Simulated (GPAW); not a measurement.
Entries from a set of simulations; values are calculated unless marked as measured.

```
! title: A GW chain in GPAW: KMgF3 (Pm-3m)
! method: DFT, PBE, plane waves, PAW (and 1 further level or step)
! program: GPAW 26.7.0
! settings of one run: cutoff 600 eV, GPAW PAW setups 1.2.1 data release, 4×4×4 k-mesh, nbands 112
! cost: 4 runs, 75 s in all on 4 MPI ranks of Arm Neoverse V2, shared host (the runs of this entry)
! notes: The cell and positions come from the Crystallography Open Database and are kept as given unless a step says otherwise. Bands and cutoff are finite, so the gap is not at the basis limit. The miss can reach some tenths of an eV and take either sign; the mesh is an error of its own. The 4×4×4 mesh is coarse for this cell, which bears on the long-range parts of exchange and screening.
! PBE gap: 7.33 eV, indirect
! G0W0 gap on the mesh: 11.13 eV
! GW settings: 4×4×4 mesh, 102 bands, screening to 80 eV, Godby-Needs plasmon pole
! known limits: not at the basis limit; coarse k mesh
CELL_PARAMETERS angstrom
3.98590 0.00000 0.00000
0.00000 3.98590 0.00000
0.00000 0.00000 3.98590
ATOMIC_POSITIONS crystal
K 0.50000 0.50000 0.50000
Mg 0.00000 0.00000 0.00000
F 0.50000 0.00000 0.00000
F 0.00000 0.50000 0.00000
F 0.00000 0.00000 0.50000
```

[Paths, hosts, dates, memory and timing lines, banners, echoed tables and standing remarks are left out of the program output.]

[Logs are printed without paths, hosts, clocks, repeated set-up lines and the standing remarks that a program may print on its own settings, such as how far it seeks lower states.]

[Runs of the session that timed out or met a known fault of the program may be left out.]

[Hosts, paths, dates, database ids (printed as entryN), source tags and the programs' standing remarks are cut or masked in the printed files.]
